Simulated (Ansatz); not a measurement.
# HfTeS monolayer, Janus under uniaxial strain along a, the zigzag direction, with the width clamped

Wanted: the shifts of the zone-centre modes of HfTeS monolayer, Janus with strain.

Calculated with Ansatz 0.2.0; DFT PBEsol, scalar-relativistic, plane waves, PAW; PAW set soft_1.

Report form: the programs' logs are mostly left out.

**1. The starting structure**

The cell holds 3 atoms: 1 Hf, 1 S and 1 Te. Its edges and angles: a = 3.720 Å, b = 3.720 Å, c = 30.000 Å, α = 90.0°, β = 90.0°, γ = 120.0°. Vacuum lies along c. The height across the vacuum is the one that the program set for its solve, not the one typed.

**2. A rough relaxation first**

The start is far from rest, so a relaxation with loose tolerances brings it close first. The program lengthens the typed cell of 20.0 Å along the normal to 30.0 Å, as its cut-off of the electrostatics needs, and moves no atom.

Input file input.yaml:

```yaml
crystal:
  lattice:
    - [3.72, 0.0, 0.0]
    - [-1.86, 3.22161, 0.0]
    - [0.0, 0.0, 20.0]
  atoms:
    - { symbol: Hf, position: [0.0, 0.0, 0.5] }
    - { symbol: S, position: [0.333333, 0.666667, 0.575] }
    - { symbol: Te, position: [0.666667, 0.333333, 0.42] }
  periodic: [true, true, false]
kpoints:
  mp_grid: { grid: [6, 6, 1] }
hamiltonian:
  xc: pbesol
  pseudopotentials: { kind: paw, azcp: { folder: soft_1 }, xc_functional: pbe }
scf:
  occupations: { method: gaussian, width: 0.1 }
output:
  forces: true
  stress: true
  eigenvalues: true
relax:
  adjacent_minimum: "off"
  f_tol: 0.05
  max_steps: 80
  cell: { stress_2d_tol: 0.02 }
```

Run with:

```console
ansatz run input.yaml --threads 8 --pin off --max-ram 16384MiB --backend cpu --events-out ev --progress --plain --runs-dir out
```

Wall time 9.6 s (8 threads of Arm Neoverse V1, shared host); peak memory 0.84 GiB.

Relaxation path:

```
step  energy less that of the first step (eV)  largest force component (eV/Å)  volume (Å³)
   1                                   0.0000                          4.2846       359.53
   2                                  -0.5875                          0.6062       362.22
   3                                  -0.6005                          0.0274       362.91
   4                                  -0.6014                          0.0221       360.70
   5                                  -0.6015                          0.0086       360.30
  6*                                  -0.6015                          0.0086       360.30
```

Relaxation steps marked * repeat the geometry before them on a plane-wave basis chosen anew for their cell, so energy and pressure can jump there.

The run keeps the 6 symmetry operations that it works with, so distortions that break them were not tested.

| cell as run | before | after | change |
| --- | --- | --- | --- |
| a (Å) | 3.720 | 3.724 | +0.1 % |
| b (Å) | 3.720 | 3.724 | +0.1 % |

The atoms that moved most (Å, along periodic axes as changes of fractional coordinates times the final cell, across vacuum about the mean position):

| atom | dx | dy | dz | length |
| --- | --- | --- | --- | --- |
| Hf1 | 0.000 | 0.000 | 0.170 | 0.170 |
| Te3 | 0.000 | 0.000 | -0.144 | 0.144 |
| S2 | 0.000 | 0.000 | -0.025 | 0.025 |

Final coordinates:

```xyz
3
Lattice="3.7240 0.0000 0.0000 -1.8620 3.2251 0.0000 0.0000 0.0000 30.0000" Properties=species:S:1:pos:R:3
Hf    0.0000    0.0000   10.1695
S     0.0000    2.1500   11.4748
Te    1.8620    1.0750    8.2557
```

Numbers from this step:

```yaml
gap_on_the_k_mesh: 0 eV
area_per_atom: 4.003 Å²
```

The relaxation ends with a largest force component of 0.0086 eV/Å.

**3. Relaxation**

Harmonic phonons are second derivatives at a point where the forces vanish, and they are wanted at zero stress, so atoms and cell are relaxed first.

Input file input.yaml:

```yaml
crystal:
  lattice:
    - [3.7239796814, 0.0, 0.0]
    - [-1.8619898407, 3.2250610073, 0.0]
    - [0.0, 0.0, 30.0]
  atoms:
    - { symbol: Hf, position: [0.0, 0.0, 0.3389833639] }
    - { symbol: S, position: [0.3333333333, 0.6666666667, 0.3824940949] }
    - { symbol: Te, position: [0.6666666667, 0.3333333333, 0.2751892078] }
  periodic: [true, true, false]
kpoints:
  mp_grid: { grid: [15, 15, 1] }
hamiltonian:
  xc: pbesol
  pseudopotentials: { kind: paw, azcp: { folder: soft_1 }, xc_functional: pbe }
scf:
  occupations: { method: gaussian, width: 0.1 }
output:
  forces: true
  stress: true
  eigenvalues: true
  write_density: true
  write_potential: true
  elf: true
  volumetric_format: npy
relax:
  adjacent_minimum: "off"
  f_tol: 0.005
  max_steps: 80
  cell: { stress_2d_tol: 0.02 }
```

The job ended after 29 s (8 threads; peak memory 1 GiB).

Step by step:

```csv
step,energy less that of the first step (eV),largest force component (eV/Å),volume (Å³)
1,0.0000,0.0419,360.30
2,-0.0001,0.0621,361.57
3,-0.0003,0.0217,361.82
4,-0.0003,0.0009,362.02
5*,-0.0004,0.0010,362.02
```

Relaxation steps marked * repeat the geometry before them on a plane-wave basis chosen anew for their cell, so energy and pressure can jump there.

The run keeps the 6 symmetry operations that it works with, so distortions that break them were not tested.

| cell as run | before | after | change |
| --- | --- | --- | --- |
| a (Å) | 3.724 | 3.733 | +0.2 % |
| b (Å) | 3.724 | 3.733 | +0.2 % |

The relaxed structure:

```xyz
3
Lattice="3.7328 0.0000 0.0000 -1.8664 3.2327 0.0000 0.0000 0.0000 30.0000" Properties=species:S:1:pos:R:3
Hf    0.0000    0.0000   10.1680
S     0.0000    2.1551   11.4692
Te    1.8664    1.0776    8.2629
```

This step gave:

```yaml
area_per_atom: 4.022 Å²
```

Valence density in the ac plane at fractional y = 0.333, with atoms of Te within 0.2 Å of it. It is the smooth field of the valence electrons, not physical close to the nuclei.

Ten steps, logarithmic in the rise over the least value, from '0' (0 e/Å³) to '9' (10 e/Å³), each cell a mean:
```
00000000000000
00000000000000
00000000000000
00000000000000
00000000000000
00000000000000
00000000000000
00000000000000
00000000000000
00000000000000
00000000000000
00000000000000
00000000000000
00000000000000
22332210000011
23333211111112
22222234565433
21112347999753
00000011222211
00000000000000
00000000000000
00000000000000
00000000000000
00000000000000
```
Columns run along a (3.7 Å), rows up along c (30.0 Å). Atoms in or near the plane, at fractional coordinates: Te at (0.67, 0.28).

ELF in the ac plane at fractional y = 0.333, with atoms of Te within 0.2 Å of it. It is the smooth field of the valence electrons, not physical close to the nuclei.

Values, 24 rows by 14 columns, each cell a mean:
```
0.00 0.00 0.00 0.00 0.00 0.00 0.00 0.00 0.00 0.00 0.00 0.00 0.00 0.00
0.00 0.00 0.00 0.00 0.00 0.00 0.00 0.00 0.00 0.00 0.00 0.00 0.00 0.00
0.00 0.00 0.00 0.00 0.00 0.00 0.00 0.00 0.00 0.00 0.00 0.00 0.00 0.00
0.00 0.00 0.00 0.00 0.00 0.00 0.00 0.00 0.00 0.00 0.00 0.00 0.00 0.00
0.00 0.00 0.00 0.00 0.00 0.00 0.00 0.00 0.00 0.00 0.00 0.00 0.00 0.00
0.00 0.00 0.00 0.00 0.00 0.00 0.00 0.00 0.00 0.00 0.00 0.00 0.00 0.00
0.00 0.00 0.00 0.00 0.00 0.00 0.00 0.00 0.00 0.00 0.00 0.00 0.00 0.00
0.00 0.00 0.00 0.00 0.00 0.00 0.00 0.00 0.00 0.00 0.00 0.00 0.00 0.00
0.00 0.00 0.00 0.00 0.00 0.00 0.00 0.00 0.00 0.00 0.00 0.00 0.00 0.00
0.00 0.00 0.00 0.00 0.00 0.00 0.00 0.00 0.00 0.00 0.00 0.00 0.00 0.00
0.00 0.00 0.00 0.00 0.00 0.00 0.00 0.00 0.00 0.00 0.00 0.00 0.00 0.00
0.00 0.00 0.00 0.00 0.00 0.00 0.00 0.00 0.00 0.00 0.00 0.00 0.00 0.00
0.01 0.01 0.01 0.01 0.01 0.00 0.00 0.00 0.00 0.00 0.00 0.00 0.00 0.00
0.20 0.28 0.32 0.30 0.24 0.14 0.06 0.02 0.01 0.00 0.00 0.01 0.04 0.10
0.66 0.74 0.77 0.76 0.69 0.54 0.32 0.14 0.05 0.02 0.03 0.08 0.23 0.45
0.24 0.28 0.30 0.29 0.25 0.22 0.19 0.18 0.18 0.18 0.18 0.17 0.18 0.20
0.38 0.24 0.16 0.20 0.32 0.46 0.52 0.51 0.45 0.42 0.43 0.49 0.52 0.50
0.58 0.37 0.19 0.28 0.51 0.61 0.51 0.35 0.19 0.14 0.15 0.28 0.45 0.58
0.31 0.11 0.03 0.06 0.22 0.48 0.66 0.73 0.75 0.75 0.75 0.74 0.69 0.58
0.02 0.01 0.00 0.00 0.01 0.05 0.12 0.18 0.24 0.26 0.25 0.21 0.14 0.07
0.00 0.00 0.00 0.00 0.00 0.00 0.00 0.00 0.01 0.01 0.01 0.00 0.00 0.00
0.00 0.00 0.00 0.00 0.00 0.00 0.00 0.00 0.00 0.00 0.00 0.00 0.00 0.00
0.00 0.00 0.00 0.00 0.00 0.00 0.00 0.00 0.00 0.00 0.00 0.00 0.00 0.00
0.00 0.00 0.00 0.00 0.00 0.00 0.00 0.00 0.00 0.00 0.00 0.00 0.00 0.00
```
Columns run along a (3.7 Å), rows up along c (30.0 Å). Atoms in or near the plane, at fractional coordinates: Te at (0.67, 0.28).

Electrostatic potential energy in the ac plane at fractional y = 0.333, with atoms of Te within 0.2 Å of it. With pseudopotentials it is smooth inside the atoms' cores, unlike the true potential.

Ten even steps from '0' (-15 eV) to '9' (0 eV), each cell a mean:
```
99999999999999
99999999999999
99999999999999
99999999999999
99999999999999
99999999999999
99999999999999
99999999999999
99999999999999
99999999999999
99999999999999
99999999999999
99999999999999
99999999999999
76566789999988
31112467888765
55445533222234
68887300355001
99999887666778
99999999999999
99999999999999
99999999999999
99999999999999
99999999999999
```
Columns run along a (3.7 Å; values clipped at the 3rd and 97th percentile), rows up along c (30.0 Å). Atoms in or near the plane, at fractional coordinates: Te at (0.67, 0.28).

**4. Tight relaxation**

Phonons need small forces and stress, so the relaxation is finished with tight tolerances on 15×15×1 k points.

input.yaml, the sections that differ from step 3:

```yaml
crystal:
  lattice:
    - [3.732824829, 0.0, 0.0]
    - [-1.8664124145, 3.2327211298, 0.0]
    - [0.0, 0.0, 30.0]
  atoms:
    - { symbol: Hf, position: [0.0, 0.0, 0.3389322641] }
    - { symbol: S, position: [0.3333333333, 0.6666666667, 0.3823051481] }
    - { symbol: Te, position: [0.6666666667, 0.3333333333, 0.2754292544] }
  periodic: [true, true, false]
scf:
  occupations: { method: methfessel_paxton, width: 0.2 }
relax:
  adjacent_minimum: "off"
  f_tol: 0.001
  max_steps: 60
  cell: { stress_2d_tol: 0.002 }
# kpoints, hamiltonian, output: as in step 3
```

It took 27 s on 8 threads; peak memory 1 GiB.

Little changed from the start: no atom moved by 0.005 Å and no cell edge by 0.1 %.

Numbers from this step:

```
area per atom : 4.026 Å²
```

Electrostatic potential energy in the ac plane at fractional y = 0.333, with atoms of Te within 0.2 Å of it. With pseudopotentials it is smooth inside the atoms' cores, unlike the true potential.

Ten even steps from '_' (-15 eV) to '@' (0 eV), each cell a mean:
```
@@@@@@@@@@@@@@@@@@@@@@@@@@@@
@@@@@@@@@@@@@@@@@@@@@@@@@@@@
@@@@@@@@@@@@@@@@@@@@@@@@@@@@
@@@@@@@@@@@@@@@@@@@@@@@@@@@@
@@@@@@@@@@@@@@@@@@@@@@@@@@@@
@@@@@@@@@@@@@@@@@@@@@@@@@@@@
@@@@@@@@@@@@@@@@@@@@@@@@@@@@
@@@@@@@@@@@@@@@@@@@@@@@@@@@@
@@@@@@@@@@@@@@@@@@@@@@@@@@@@
@@@@@@@@@@@@@@@@@@@@@@@@@@@@
@@@@@@@@@@@@@@@@@@@@@@@@@@@@
@@@@@@@@@@@@@@@@@@@@@@@@@@@@
@@@@@@@@@@@@@@@@@@@@@@@@@@@@
@@@@@@@@@@@@@@@@@@@@@@@@@@@@
##**++****##%%@@@@@@@@@@%%%%
--......::==**##%%%%%%##**++
++++====++++----::::::::--==
**%%%%%%##--____--++++____..
@@@@@@@@@@%%%%##******####%%
@@@@@@@@@@@@@@@@@@@@@@@@@@@@
@@@@@@@@@@@@@@@@@@@@@@@@@@@@
@@@@@@@@@@@@@@@@@@@@@@@@@@@@
@@@@@@@@@@@@@@@@@@@@@@@@@@@@
@@@@@@@@@@@@@@@@@@@@@@@@@@@@
```
Columns run along a (3.7 Å; values clipped at the 3rd and 97th percentile), rows up along c (30.0 Å). Atoms in or near the plane, at fractional coordinates: Te at (0.67, 0.28).

ELF in the ac plane at fractional y = 0.333, with atoms of Te within 0.2 Å of it. It is the smooth field of the valence electrons, not physical close to the nuclei.

Ten even steps from '0' (0.00) to '9' (0.77), each cell a mean:
```
00000000000000
00000000000000
00000000000000
00000000000000
00000000000000
00000000000000
00000000000000
00000000000000
00000000000000
00000000000000
00000000000000
00000000000000
00000000000000
23433100000001
89998641000125
33333222222222
43224566555666
74236764211357
41002689999987
00000012333210
00000000000000
00000000000000
00000000000000
00000000000000
```
Columns run along a (3.7 Å), rows up along c (30.0 Å). Atoms in or near the plane, at fractional coordinates: Te at (0.67, 0.28).

Valence density in the ac plane at fractional y = 0.333, with atoms of Te within 0.2 Å of it. It is the smooth field of the valence electrons, not physical close to the nuclei.

Ten steps, logarithmic in the rise over the least value, from '_' (0 e/Å³) to '@' (10 e/Å³), each cell a mean:
```
____________________________
____________________________
____________________________
____________________________
____________________________
____________________________
____________________________
____________________________
____________________________
____________________________
____________________________
____________________________
____________________________
____________________________
::::----::::..__________....
::--------::..............::
::::::::::::--==++**++==----
::......::--==##@@@@@@##++--
____________....::::::::....
____________________________
____________________________
____________________________
____________________________
____________________________
```
Columns run along a (3.7 Å), rows up along c (30.0 Å). Atoms in or near the plane, at fractional coordinates: Te at (0.67, 0.28).

The largest force component left is 0.42 meV/Å, within the tolerances set.

**5. Modes at rest**

The force constants come from the linear response of the density to a displacement.

The modes at rest are the reference of the series.

input.yaml, the sections that differ from step 4:

```yaml
crystal:
  lattice:
    - [3.7343976054, 0.0, 0.0]
    - [-1.8671988027, 3.2340831941, 0.0]
    - [0.0, 0.0, 30.0]
  atoms:
    - { symbol: Hf, position: [0.0, 0.0, 0.3389234402] }
    - { symbol: S, position: [0.3333333333, 0.6666666667, 0.3822679154] }
    - { symbol: Te, position: [0.6666666667, 0.3333333333, 0.275475311] }
  periodic: [true, true, false]
output:
  eigenvalues: true
phonons:
  method: dfpt
# kpoints, hamiltonian, scf: as in step 4
# relax: removed
```

It took 1.7 min on 8 threads; peak memory 2.6 GiB.

Numbers from this step:

```
sum-rule residual before enforcement                    : 6.22e-5 eV/Å²
point group                                             : 3m
highest optical mode at the zone centre (no LO-TO term) : 292.7 cm⁻¹
lowest optical zone-centre mode                         : 91.2 cm⁻¹
```

Patterns of degenerate modes are one choice out of their space. The modes at Γ (shares of kinetic energy by element, %):

| mode | frequency (cm⁻¹) | symmetry | Hf % | S % | Te % |
| --- | --- | --- | --- | --- | --- |
| 1 | 0.0 | acoustic | 53 | 9 | 38 |
| 2 | 0.0 | acoustic | 53 | 9 | 38 |
| 3 | 0.0 | acoustic | 53 | 9 | 38 |
| 4 | 91.2 | E | 39 | 1 | 61 |
| 5 | 91.2 | E | 39 | 1 | 61 |
| 6 | 178.4 | A1 | 30 | 8 | 62 |
| 7 | 230.0 | E | 8 | 90 | 2 |
| 8 | 230.0 | E | 8 | 90 | 2 |
| 9 | 292.7 | A1 | 17 | 83 | 0 |

Displacements in mode 4 (91.2 cm⁻¹), the largest set to 1:
```
Hf1  0.00 -0.68  0.00
S2   0.00 -0.22  0.00
Te3  0.00  1.00  0.00
```

Displacements in mode 8 (230.0 cm⁻¹), the largest set to 1:
```
Hf1  0.05 -0.13  0.00
S2  -0.38  1.00  0.00
Te3  0.03 -0.07  0.00
```

Before it was imposed, the acoustic sum rule was missed by 6.2e-5 eV/Å². Small misses are needed for a sound result but don't prove that mesh and cutoff are converged. The lowest optical mode is real, 91.2 cm⁻¹.

**6. Relaxation of a member: uniaxial strain of +5 % along a, the zigzag direction, with the width clamped**

The cell takes a uniaxial strain of +5 % along a, the zigzag direction, with the width clamped. The cell is held, and the atoms relax in it.

input.yaml, the sections that differ from step 5:

```yaml
crystal:
  lattice:
    - [3.9211174858, 0.0, 0.0]
    - [-1.9605587429, 3.2340831941, 0.0]
    - [0.0, 0.0, 30.0]
  atoms:
    - { symbol: Hf, position: [-0.0008225782, -0.0016451564, 0.3390285219] }
    - { symbol: S, position: [0.3370670196, 0.6741340392, 0.3809658457] }
    - { symbol: Te, position: [0.6637555585, 0.3275111171, 0.2766722989] }
  periodic: [true, true, false]
output:
  forces: true
  stress: true
  eigenvalues: true
relax:
  adjacent_minimum: "off"
  f_tol: 0.001
  max_steps: 60
# kpoints, hamiltonian, scf: as in step 5
# phonons: removed
```

Elapsed: 50 s, on 8 threads; peak memory 1.3 GiB.

Relaxation path:

| step | energy less that of the first step (eV) | largest force component (eV/Å) |
| --- | --- | --- |
| 1 | 0.0000 | 0.0879 |
| 2 | 0.0006 | 0.1475 |
| 3 | -0.0009 | 0.0091 |
| 4 | -0.0009 | 0.0042 |
| 5 | -0.0009 | 0.0002 |

Relaxation step 2 was tried and not accepted.

Forces are held to the 2 operations that the run works with; a distortion that breaks them can't arise in this run.

The atoms that moved most (Å):

```
atom     dx      dy      dz  length
  S2  0.000   0.006  -0.010   0.011
 Te3  0.000  -0.004   0.009   0.010
```

The relaxed structure:

```cif
data_structure
_symmetry_space_group_name_H-M 'P 1'
_symmetry_Int_Tables_number 1
_cell_length_a 3.9211
_cell_length_b 3.7819
_cell_length_c 30.0000
_cell_angle_alpha 90.000
_cell_angle_beta 90.000
_cell_angle_gamma 121.225
_cell_volume 380.44
loop_
_atom_site_label
_atom_site_type_symbol
_atom_site_fract_x
_atom_site_fract_y
_atom_site_fract_z
_atom_site_occupancy
Hf1 Hf 0.99896 0.99792 0.33906 1
S2 S 0.33793 0.67586 0.38064 1
Te3 Te 0.66311 0.32622 0.27696 1
```

This step gave:

```
area per atom : 4.227 Å²
```

The largest force component left is 0.22 meV/Å.

**7. Modes of this member: uniaxial strain of +5 % along a, the zigzag direction, with the width clamped**

The zone-centre modes follow for uniaxial strain of +5 % along a, the zigzag direction, with the width clamped.

input.yaml, the sections that differ from step 6:

```yaml
crystal:
  lattice:
    - [3.9211174858, 0.0, 0.0]
    - [-1.9605587429, 3.2340831941, 0.0]
    - [0.0, 0.0, 30.0]
  atoms:
    - { symbol: Hf, position: [-0.00103793, -0.00207586, 0.3390637038] }
    - { symbol: S, position: [0.3379294936, 0.6758589872, 0.380643559] }
    - { symbol: Te, position: [0.6631084364, 0.3262168728, 0.2769594037] }
  periodic: [true, true, false]
output:
  eigenvalues: true
phonons:
  method: dfpt
# kpoints, hamiltonian, scf: as in step 6
# relax: removed
```

Elapsed: 2.4 min, on 8 threads; peak memory 2.7 GiB.

Numbers from this step:

```yaml
sum_rule_residual_before_enforcement: 9.84e-5 eV/Å²
point_group: m
highest_optical_mode_at_the_zone_centre_no_lo_to_term: 276.3 cm⁻¹
lowest_optical_zone_centre_mode: 86.95 cm⁻¹
```

Patterns of degenerate modes are one choice out of their space. Modes at Γ, with each element's share of the kinetic energy:

```csv
mode,frequency (cm⁻¹),symmetry,Hf %,S %,Te %
1,0.0,acoustic,53,9,38
2,0.0,acoustic,53,9,38
3,0.0,acoustic,53,9,38
4,87.0,A'',40,0,60
5,90.2,A',40,0,60
6,175.9,A',31,7,62
7,220.8,A'',7,90,3
8,223.9,A',7,90,2
9,276.3,A',16,84,0
```

The lowest optical mode is real, 87.0 cm⁻¹, and the highest lies at 276.3 cm⁻¹.

For the highest optical mode at the zone centre (no LO-TO term), step 5 gave 293 cm⁻¹; this run, with strain 5 %, gives 276 cm⁻¹ (-6 %).

**8. Relaxation of a member: uniaxial strain of -3 % along a, the zigzag direction, with the width clamped**

The cell takes a uniaxial strain of -3 % along a, the zigzag direction, with the width clamped. The cell is held, and the atoms relax in it.

input.yaml, the sections that differ from step 7:

```yaml
crystal:
  lattice:
    - [3.6223656771, 0.0, 0.0]
    - [-1.8111828386, 3.2340831941, 0.0]
    - [0.0, 0.0, 30.0]
  atoms:
    - { symbol: Hf, position: [0.0004548247, 0.0009096494, 0.3388911122] }
    - { symbol: S, position: [0.3312634469, 0.6625268937, 0.3829138685] }
    - { symbol: Te, position: [0.6682817285, 0.3365634569, 0.2748616859] }
  periodic: [true, true, false]
output:
  forces: true
  stress: true
  eigenvalues: true
relax:
  adjacent_minimum: "off"
  f_tol: 0.001
  max_steps: 60
# kpoints, hamiltonian, scf: as in step 7
# phonons: removed
```

Elapsed: 56 s, on 8 threads; peak memory 1.2 GiB.

(Continued in part 2 of 2.)

[Logs are printed without paths, hosts, clocks, repeated set-up lines and the standing remarks that a program may print on its own settings, such as how far it seeks lower states.]

[Hosts, paths, dates, database ids (printed as entryN), source tags and the programs' standing remarks are cut or masked in the printed files.]
